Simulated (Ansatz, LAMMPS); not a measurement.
## Glassy 48CaO-52Al2O3 (mol %) (117 atoms): support functions against a reference

Aim: test how closely localised support functions follow the reference on glassy 48CaO-52Al2O3 (mol %) (117 atoms), and at what cost. A setting counts as converged where the r.m.s. difference of forces stays under 1 % of the r.m.s. force.

Calculated with Ansatz 0.2.0; Kohn-Sham DFT, PBE, PAW (set soft_2), plane waves.

## (1) The structure

The cell holds 117 atoms: 16 Ca, 34 Al and 67 O. Its edges and angles: a = 10.992 Å, b = 10.992 Å, c = 10.992 Å, α = 90.0°, β = 90.0°, γ = 90.0°. 117 atoms (16 Ca, 34 Al, 67 O) placed at random at 3.19 g/cm³, melted at 4000 K for 10 ps at fixed volume with the Morse and Coulomb pair potential with partial charges (Pedone, Malavasi, Menziani, Cormack and Segre, J. Phys. Chem. B 110, 11780 (2006)). Quenched from 4000 K to 300 K at 30 K/ps and fixed volume, held 10 ps at zero pressure.

What the set-up can't give: The quench rate of 30 K/ps is orders of magnitude faster than experiment, which tends to freeze in extra defects. The starting topology of bonds comes from the classical model, and needn't be the one that DFT or experiment would give. Sampling is at Γ alone, for a cell whose shortest periodic width is 11 Å.

## (2) How the cell was made

A classical potential makes the cell, at a small fraction of what the same run would cost in DFT.

This step: classical MD, Morse and Coulomb pair potential with partial charges (Pedone, Malavasi, Menziani, Cormack and Segre, J. Phys. Chem. B 110, 11780 (2006)) (LAMMPS 22 Jul 2025 - Update 4).

in.lmp reads:

```
# melt-quench of Ca16Al34O67
units metal
atom_style charge
boundary p p p
region box block 0 11.1104 0 11.1104 0 11.1104
create_box 3 box
mass 1 40.0780   # Ca
mass 2 26.9815   # Al
mass 3 15.9990   # O
create_atoms 1 random 16 296525 NULL overlap 1.5 maxtry 2000
create_atoms 2 random 34 296532 NULL overlap 1.5 maxtry 2000
create_atoms 3 random 67 296539 NULL overlap 1.5 maxtry 2000
pair_style hybrid/overlay pedone 5.5 coul/long 8.0
pair_coeff * * coul/long
pair_coeff 1 3 pedone 0.030211 2.241334 2.923245 5   # Ca-O
pair_coeff 2 3 pedone 0.361581 1.900442 2.164818 0.9   # Al-O
pair_coeff 3 3 pedone 0.042395 1.379316 3.618701 22   # O-O
set type 1 charge 1.2
set type 2 charge 1.8
set type 3 charge -1.2
kspace_style pppm 1.0e-4
neigh_modify delay 0 every 1 check yes
thermo_style custom step time temp pe press density
thermo_modify norm yes
timestep 0.002
thermo 100
min_style cg
minimize 1e-4 1e-4 200 2000
reset_timestep 0
velocity all create 4000 296526 mom yes dist gaussian
fix lim all nve/limit 0.05
fix lan all langevin 4000 4000 0.2 296527 zero yes
thermo 500
run 1000 post no
# [... 7 lines left out ...]
fix md all nvt temp 4000 300 0.2
run 61667 post no
unfix md
thermo 1666
fix md all npt temp 300 300 0.2 iso 0 0 2
run 5000 post no
unfix md
write_dump all custom glass.dump id type xs ys zs modify sort id
```

Started as:

```sh
> lmp -in in.lmp -log none -nocite
```

Output:

```text
LAMMPS (22 Jul 2025 - Update 4)
Created orthogonal box = (0 0 0) to (11.1104 11.1104 11.1104)
Created 16 atoms
Created 34 atoms
Created 67 atoms
PPPM initialization ...
  G vector (1/distance) = 0.38067492
  grid = 12 12 12
  estimated relative force accuracy = 5.3769697e-05
   Step          Time           Temp          PotEng         Press         Density
         0   0              0             -0.78493163     997413.45      3.1849811
        90   0.18           0             -11.728754     -5218.2765      3.1849811
Loop time of 0.0645231 s on 1 MPI rank(s) for 90 steps with 117 atoms
Minimization stats:
  Stopping criterion = energy tolerance
[... 17 lines left out ...]
[... 1 line left out ...]
Loop time of 2.35281 s on 1 MPI rank(s) for 5000 steps with 117 atoms
   Step          Time           Temp          PotEng         Press         Density
[... 12 lines left out ...]
Loop time of 27.5984 s on 1 MPI rank(s) for 61667 steps with 117 atoms
   Step          Time           Temp          PotEng         Press         Density
[... 1 line left out ...]
     68306   136.612        302.70813     -11.802643      1460.1105      3.2620483
     69972   139.944        280.578       -11.80463       7842.3788      3.2973603
     71638   143.276        321.51395     -11.8028        2360.51        3.2487025
     72667   145.334        280.46263     -11.803517      2136.9374      3.2890698
Loop time of 2.75018 s on 1 MPI rank(s) for 5000 steps with 117 atoms
```

The job ended after 33 s (1 thread of Arm Neoverse V2, shared host; peak memory 0.07 GiB).

## (3) Plane-wave single point

This run is the reference for what follows, at a cutoff of 420 eV.

input.yaml reads:

```yaml
crystal:
  lattice:
    - [10.99194, 0.0, 0.0]
    - [0.0, 10.99194, 0.0]
    - [0.0, 0.0, 10.99194]
  atoms:
    - { symbol: Ca, position: [0.80982, 0.75066, 0.9516] }
    - { symbol: Ca, position: [0.63972, 0.0193, 0.95338] }
    - { symbol: Ca, position: [0.64855, 0.93562, 0.25021] }
    - { symbol: Ca, position: [0.75478, 0.2179, 0.389] }
    - { symbol: Ca, position: [0.34067, 0.10269, 0.03077] }
    - { symbol: Ca, position: [0.16733, 0.946, 0.44441] }
    - { symbol: Ca, position: [0.04274, 0.01511, 0.02344] }
    - { symbol: Ca, position: [0.35617, 0.40061, 0.23201] }
    - { symbol: Ca, position: [0.62062, 0.52676, 0.80328] }
    - { symbol: Ca, position: [0.10406, 0.50372, 0.92033] }
    - { symbol: Ca, position: [0.39585, 0.14116, 0.70088] }
    - { symbol: Ca, position: [0.87149, 0.05605, 0.7909] }
    - { symbol: Ca, position: [0.1433, 0.67521, 0.45606] }
    - { symbol: Ca, position: [0.86392, 0.32324, 0.83287] }
    - { symbol: Ca, position: [0.25367, 0.92232, 0.81247] }
    - { symbol: Ca, position: [0.37444, 0.56174, 0.03545] }
    - { symbol: Al, position: [0.14443, 0.62683, 0.21076] }
    - { symbol: Al, position: [0.26034, 0.8542, 0.17479] }
    - { symbol: Al, position: [0.4797, 0.43655, 0.50935] }
    - { symbol: Al, position: [0.88513, 0.9608, 0.47502] }
    - { symbol: Al, position: [0.11039, 0.77448, 0.97725] }
    - { symbol: Al, position: [0.84414, 0.47249, 0.04561] }
    - { symbol: Al, position: [0.50928, 0.80541, 0.7891] }
    - { symbol: Al, position: [0.9005, 0.57169, 0.68126] }
    - { symbol: Al, position: [0.11848, 0.44112, 0.62696] }
    - { symbol: Al, position: [0.01621, 0.83332, 0.72271] }
    - { symbol: Al, position: [0.81676, 0.20167, 0.11113] }
    - { symbol: Al, position: [0.66088, 0.27003, 0.63912] }
    - { symbol: Al, position: [0.5566, 0.18857, 0.19491] }
    - { symbol: Al, position: [0.60548, 0.72594, 0.50474] }
    - { symbol: Al, position: [0.98029, 0.83546, 0.22969] }
    - { symbol: Al, position: [0.96626, 0.21954, 0.56656] }
    - { symbol: Al, position: [0.98382, 0.43226, 0.28204] }
    - { symbol: Al, position: [0.76406, 0.46915, 0.48638] }
    - { symbol: Al, position: [0.55726, 0.29675, 0.93076] }
    - { symbol: Al, position: [0.20136, 0.30365, 0.41375] }
    - { symbol: Al, position: [0.25968, 0.65853, 0.72965] }
    - { symbol: Al, position: [0.35673, 0.39502, 0.77221] }
    - { symbol: Al, position: [0.34917, 0.08898, 0.33117] }
    - { symbol: Al, position: [0.05508, 0.13481, 0.27217] }
    - { symbol: Al, position: [0.38497, 0.84366, 0.56007] }
    - { symbol: Al, position: [0.41722, 0.67253, 0.31789] }
    - { symbol: Al, position: [0.76067, 0.8104, 0.68788] }
    - { symbol: Al, position: [0.58316, 0.01507, 0.50042] }
    - { symbol: Al, position: [0.8733, 0.7052, 0.43148] }
    - { symbol: Al, position: [0.62769, 0.45586, 0.1465] }
    - { symbol: Al, position: [0.13554, 0.23075, 0.81232] }
    - { symbol: Al, position: [0.69906, 0.66756, 0.25108] }
    - { symbol: Al, position: [0.11418, 0.31368, 0.08558] }
    - { symbol: Al, position: [0.50469, 0.80312, 0.0692] }
    - { symbol: O, position: [0.74611, 0.59745, 0.38927] }
    - { symbol: O, position: [0.21068, 0.56585, 0.61312] }
    - { symbol: O, position: [0.50032, 0.05954, 0.37372] }
    - { symbol: O, position: [0.33435, 0.77574, 0.43584] }
    - { symbol: O, position: [0.97157, 0.84151, 0.41962] }
    - { symbol: O, position: [0.57996, 0.75198, 0.33604] }
    - { symbol: O, position: [0.77369, 0.33351, 0.04173] }
    - { symbol: O, position: [0.54873, 0.86955, 0.54809] }
    - { symbol: O, position: [0.0846, 0.32428, 0.52595] }
    - { symbol: O, position: [0.70741, 0.12634, 0.19641] }
    - { symbol: O, position: [0.65189, 0.76855, 0.0961] }
    - { symbol: O, position: [0.20195, 0.14881, 0.37655] }
    - { symbol: O, position: [0.82736, 0.53233, 0.90646] }
    - { symbol: O, position: [0.22397, 0.11026, 0.8492] }
    - { symbol: O, position: [0.41601, 0.2901, 0.87097] }
    - { symbol: O, position: [0.38095, 0.75336, 0.16717] }
    - { symbol: O, position: [0.98582, 0.45069, 0.09826] }
    - { symbol: O, position: [0.32519, 0.5429, 0.8218] }
    - { symbol: O, position: [0.3711, 0.77103, 0.69818] }
    - { symbol: O, position: [0.54895, 0.19473, 0.03897] }
    - { symbol: O, position: [0.01751, 0.58171, 0.2987] }
    - { symbol: O, position: [0.14616, 0.16525, 0.12144] }
    - { symbol: O, position: [0.51207, 0.55516, 0.21376] }
    - { symbol: O, position: [0.15361, 0.64541, 0.05951] }
    - { symbol: O, position: [0.29519, 0.97354, 0.25051] }
    - { symbol: O, position: [0.46771, 0.39333, 0.66098] }
    - { symbol: O, position: [0.81564, 0.24167, 0.61095] }
    - { symbol: O, position: [0.77298, 0.49747, 0.64829] }
    [... 33 atom lines left out ...]
    - { symbol: O, position: [0.21576, 0.88378, 0.0239] }
    - { symbol: O, position: [0.5881, 0.12992, 0.60591] }
    - { symbol: O, position: [0.14181, 0.71414, 0.82218] }
    - { symbol: O, position: [0.55384, 0.44203, 0.99991] }
    - { symbol: O, position: [0.96484, 0.10142, 0.44551] }
    - { symbol: O, position: [0.34258, 0.36489, 0.4498] }
kpoints:
  mp_grid: { grid: [1, 1, 1] }
hamiltonian:
  xc: pbe
scf:
  occupations: { method: fermi_dirac, width: 0.025 }
output:
  forces: true
  stress: true
  populations: true
  dos:
    method: { smearing: { sigma: 0.08 } }
    de: 0.1
    projected: { site_lists: { Al: [Al], Ca: [Ca], O: [O] } }
  eigenvalues: true
  write_density: true
  write_potential: true
  volumetric_format: npy
```

Started as:

```sh
> ansatz run input.yaml --threads 8 --pin off --max-ram 15872MiB --backend cpu --events-out ev --progress --plain --runs-dir out
```

Output:

```text
Engine: ansatz 0.2.0, aarch64-unknown-linux-gnu
Pseudopotentials: kind: paw
Pseudopotential: Ca, paw, valence charge 10, recommended cutoff 420 eV (normal), Ca.paw.azcp
Pseudopotential: Al, paw, valence charge 3, recommended cutoff 420 eV (normal), Al.paw.azcp
Pseudopotential: O, paw, valence charge 6, recommended cutoff 420 eV (normal), O.paw.azcp
[... 5 lines on functional and potentials left out ...]
Crystal: 117 atoms, lattice volume = 1328.076 Å³
Basis set: ecut = 420 eV, 25821 PW (Γ), exchange–correlation on 150×150×150 points (8 copies of the dense FFT grid, shifted against one another)
Bands: 449, of which v1, the nominal top of the filled ones, is band 332 counted from 1 (331 counted from 0)
Symmetry: 1 space group operations
Space group: P1 (ITA 1), of the structure as read, at distance tolerance 1.1e-4 Å
k-points: 1
[... 7 lines on functional and potentials left out ...]
Initial density: superposition of atomic densities (neutral atoms: chi_scale 0, normalization atom), corrected by the library's trained network
Initial wavefunctions: pseudopotential atomic-orbital guess
Functional: x = pbe(κ = 0.804, μ = 0.219515), c = pbe(β = 0.066725)
SCF iter   1: F=—  HF=-85526.987631 eV  |F-HF|=—  |Δ(HF+E_count)|=         —  Δρ=2.25e-3  dr2=1.06e-1  ethr=1.77e-3  ⟨swp⟩=6.0  Hψ=1942  notcnv=0  defer=104
preconditioner: auto → Resta (q_TF=auto, 2.431 Å⁻¹)  ε∞=3.7  [insulator: Δε(μ)=3.574 eV  Ē_g=15.588 eV  σ=0.025 eV  W_gap=1.00  n_scr=340 (ndim 8)  ℏωp=25.6 eV  f_vac=0.022  D(μ)=0.00/eV (n_scr^D=0)  ε∞_Penn≈3.7]
SCF iter   2: F=—  HF=-85526.965133 eV  |F-HF|=—  |Δ(HF+E_count)|=   2.25e-2  Δρ=1.20e-3  dr2=2.41e-2  ethr=1.59e-5  ⟨swp⟩=2.0  Hψ=789  notcnv=0  defer=113
SCF iter   3: F=—  HF=-85526.966848 eV  |F-HF|=—  |Δ(HF+E_count)|=   1.72e-3  Δρ=5.45e-4  dr2=6.76e-3  ethr=3.64e-6  ⟨swp⟩=2.0  Hψ=548  notcnv=0  defer=113
SCF iter   4: F=—  HF=-85526.966522 eV  |F-HF|=—  |Δ(HF+E_count)|=   3.27e-4  Δρ=1.77e-4  dr2=4.19e-4  ethr=1.02e-6  ⟨swp⟩=2.0  Hψ=545  notcnv=0  defer=113
SCF iter   5: F=—  HF=-85526.966565 eV  |F-HF|=—  |Δ(HF+E_count)|=   4.33e-5  Δρ=1.01e-4  dr2=1.12e-4  ethr=6.32e-8  ⟨swp⟩=2.0  Hψ=556  notcnv=0  defer=113
SCF iter   6: F=—  HF=-85526.966562 eV  |F-HF|=—  |Δ(HF+E_count)|=   3.26e-6  Δρ=2.59e-5  dr2=8.06e-6  ethr=1.69e-8  ⟨swp⟩=2.0  Hψ=560  notcnv=0  defer=113
SCF iter   7: F=—  HF=-85526.963749 eV  |F-HF|=—  |Δ(HF+E_count)|=   2.81e-3  Δρ=1.34e-5  dr2=1.74e-6  ethr=1.21e-9  ⟨swp⟩=2.0  Hψ=781  notcnv=0  defer=113
SCF iter   8: F=—  HF=-85526.963750 eV  |F-HF|=—  |Δ(HF+E_count)|=   7.79e-7  Δρ=5.77e-6  dr2=3.70e-7  ethr=2.62e-10  ⟨swp⟩=2.0  Hψ=602  notcnv=0  defer=113
SCF iter   9: F=-85526.963750 eV  HF=-85526.963750 eV  |F-HF|=8.64e-9  |Δ(HF+E_count)|=   2.01e-7  Δρ=2.14e-6  dr2=5.39e-8  ethr=1.51e-11  ⟨swp⟩=19.0  Hψ=3748  notcnv=0
SCF 1 converged in 9 iterations: F = -85526.963750 eV  dr2 = 5.39e-8
  greatest PAW one-centre occupation: 0.995 electrons in one spin orbital (limit 2), on the Ca atom at site 11 (counted from 0), in its partial waves of l = 0
SCF converged after 9 iterations
Free energy (F): -85526.963750 eV
Harris-Foulkes:  -85526.963750 eV  (|F-HF|=8.64e-9)
Internal energy: -85526.963750 eV  (E = F + TS)
E sigma→0 (E₀):  -85526.963750 eV
Fermi energy:    8.554766 eV
--- Per-component energies (eV) ---
  E_band       = -2144.237310
  E_kinetic    = 17335.230633
  E_local      = -36345.179183  (includes V_loc(G=0)·N_el)
  E_nonlocal   = 4580.665115
  E_hartree    = 13040.033488
  E_xc         = -8610.545942
  E_vxc        = -10189.219026  (∫ρ·V_xc dr)
  E_paw        = -40267.524855  (= ΣΔE_a)
  E_vpaw       = -3605.960030  (= ΣTr[D̂ρ^β])
  E_aug_tail   = 0.168352  (compensation charges beyond the density's cutoff)
  E_ewald      = -35259.811358
  E_smearing   = -0.000000  (= −TS)
  E_closure    = 0.000000  (closes the sum)
  Σ components = -85526.963750   (vs F -85526.963750, Δ=0.00e0)
--- Forces (eV/Å), atoms counted from 1 ---
  atom   1  Ca    -0.24064192    -0.01885200     0.18465729
  atom   2  Ca    -0.96543749    -0.02127986    -0.24137932
  atom   3  Ca     0.20870547    -0.78607378     0.27899897
  atom   4  Ca     0.08682357    -0.04650550    -0.89360357
  atom   5  Ca     0.45800712     0.50442190     0.65108137
  atom   6  Ca    -0.26685501    -0.13280160     0.80141767
  atom   7  Ca    -0.71894569     1.18571630     0.21919160
  atom   8  Ca     0.56108319    -0.45185962     0.75614889
  atom   9  Ca     0.13792139     0.20666360    -0.43399454
  atom  10  Ca     0.27253761     0.14433059    -0.48725008
  atom  11  Ca     0.78431267    -0.88299711    -0.13348320
  atom  12  Ca     0.22100880    -0.81632038    -1.13259021
  atom  13  Ca     0.08149482    -0.01941445     0.83055122
  atom  14  Ca     0.03857655     0.38738292    -0.33378272
[...]
atom 116  O      0.67825997     1.39476622     0.38721161
  atom 117  O      0.57332699     0.04355790    -0.57785841
  max |Σ_I F_I| component: 1.13e-4 eV/Å
--- Stress (GPa, compression-positive) ---
        6.461576       0.525422       1.126754
        0.525425      13.332763       0.760345
        1.126750       0.760336       8.400320
  P = ⅓ Tr σ = 9.3982 GPa (93.982 kbar)
--- Band table (eV) ---
  k-point 0: bands = ["-32.5022", "-32.3877", "-32.3417", "-32.0571", [... 433 levels ...], "15.4573", "15.5068", "15.5257", "15.5571", "15.5874", "15.6392", "15.7022", "15.7447", "15.7871", "15.8173", "15.8409", "15.8766"]
--- Löwdin populations: 117 sites ---
  site symbol       q [e]
     0     Ca      8.2110
     1     Ca      8.2199
     2     Ca      8.1768
[...]
116      O      6.8860
  spilling = 0.011720 (of n_electrons = 664.000000)
```

Elapsed: 12 s, on 8 threads of Arm Neoverse V2, shared host; peak memory 1.9 GiB; 89 s of CPU time.

Read from the output:

```
free energy                                      : -85526.9638 eV
free energy per atom                             : -730.9997 eV/atom
SCF cycles                                       : 9
pressure                                         : 9.398 GPa
r.m.s. force component                           : 0.9814 eV/Å
longest force                                    : 3.867 eV/Å
Fermi energy                                     : 8.555 eV
gap (highest filled to lowest empty level) : 3.508 eV
spilling of the projection                       : 0.01172
```

The r.m.s. force component of 0.98 eV/Å and the pressure of 9.4 GPa set the scale for the differences below.

## (4) Support functions low

With localised support functions most steps grow linearly with size, though the diagonalisation grows faster unless the density matrix is cut; this run measures error and cost at this size.

This step: Kohn-Sham DFT, PBE, PAW (set soft_2), localised support functions (low) (Ansatz 0.2.0).

input.yaml, the sections that differ from step 3:

```yaml
scf:
  occupations: { method: fermi_dirac, width: 0.025 }
  eigensolver: { kind: { support_functions: { accuracy: low } } }
  max_iter: 150
output:
  forces: true
  eigenvalues: true
# crystal, kpoints, hamiltonian: as in step 3
```

Output:

```text
Warning: scf.eigensolver.kind.support_functions: disabling space-group detection — the functions' gradient is summed over unrotated k-points, so no spatial operation reduces the k-mesh or symmetrises the density; time reversal is kept, so that k and −k are solved as one point where they differ and the mesh holds both, and exact exchange and, on two spinor components, a DFT+U term hold to it where the run has them: [...]
settings of this run that can trade accuracy for cost: scf.eigensolver.kind.support_functions; scf.eigensolver.kind.support_functions.accuracy: low [...]
[...]
Crystal: 117 atoms, lattice volume = 1328.076 Å³
Basis set: ecut = 420 eV, 25821 PW (Γ), exchange–correlation on 150×150×150 points (8 copies of the dense FFT grid, shifted against one another)
Bands: 399, of which v1, the nominal top of the filled ones, is band 332 counted from 1 (331 counted from 0)
Symmetry: 1 space group operations
k-points: 1
[...]
SCF iter   1: F=—  HF=-85497.454664 eV  |F-HF|=—  |Δ(HF+E_count)|=         —  Δρ=1.03e-1  dr2=1.68e2  ethr=1.00e-1
[...]
SCF iter  12: F=—  HF=-85527.459822 eV  |F-HF|=—  |Δ(HF+E_count)|=   3.37e-3  Δρ=3.88e-5  dr2=2.34e-5  ethr=1.05e-8  κ⁻¹=3.5e-5(r=7)
SCF iter  13: F=-85527.462493 eV  HF=-85527.462494 eV  |F-HF|=9.85e-7  |Δ(HF+E_count)|=   2.67e-3  Δρ=1.19e-5  dr2=3.00e-6  ethr=3.53e-9
SCF 1 converged in 13 iterations: F = -85527.494636 eV  dr2 = 3.00e-6
[...]
SCF converged after 13 iterations
Stability not checked: this state was not tested for a lower state beside it, because the mixer in use, unlike msr1, does not test its closes by its own steps (another_mixer; see scf.mixing.algorithm and scf.lower_state_search)
Free energy (F): -85527.494636 eV
[...]
Internal energy: -85527.494636 eV  (E = F + TS)
E sigma→0 (E₀):  -85527.494636 eV
Fermi energy:    8.554700 eV
[...]
Σ components = -85527.494636   (vs F -85527.494636, Δ=0.00e0)
--- Forces (eV/Å), atoms counted from 1 ---
  atom   1  Ca    -0.23972522    -0.01888917     0.18521345
  atom   2  Ca    -0.96552735    -0.02078951    -0.24138080
  atom   3  Ca     0.20897964    -0.78651748     0.27898872
  atom   4  Ca     0.08764925    -0.04607482    -0.89378894
[...]
atom 117  O      0.57495057     0.04448415    -0.57700979
  max |Σ_I F_I| component: 1.98e-3 eV/Å
--- Band table (eV) ---
[...]
```

It took 51 s on 8 threads; peak memory 3.8 GiB.

The program notes that the band table was not solved further than the SCF left it and it switched symmetry off.

Keys that differ from the reference: support_functions.accuracy = "low" and scf.max_iter = 150.

Forces differ from the reference by 0.79 meV/Å r.m.s., 0.080 % of their size, well within a tolerance of 1 %; the energy by -4.5 meV/atom. It took roughly 4.2 times the reference's time (one timing each, with unlike analyses asked), in 13 cycles against 9.

(Continued in part 2 of 3.)

[Long decimals in the printed logs are rounded to 6 places.]

[Logs are printed without paths, hosts, clocks, repeated set-up lines and the standing remarks that a program may print on its own settings, such as how far it seeks lower states.]

[Hosts, paths, dates, database ids (printed as entryN), source tags and the programs' standing remarks are cut or masked in the printed files.]
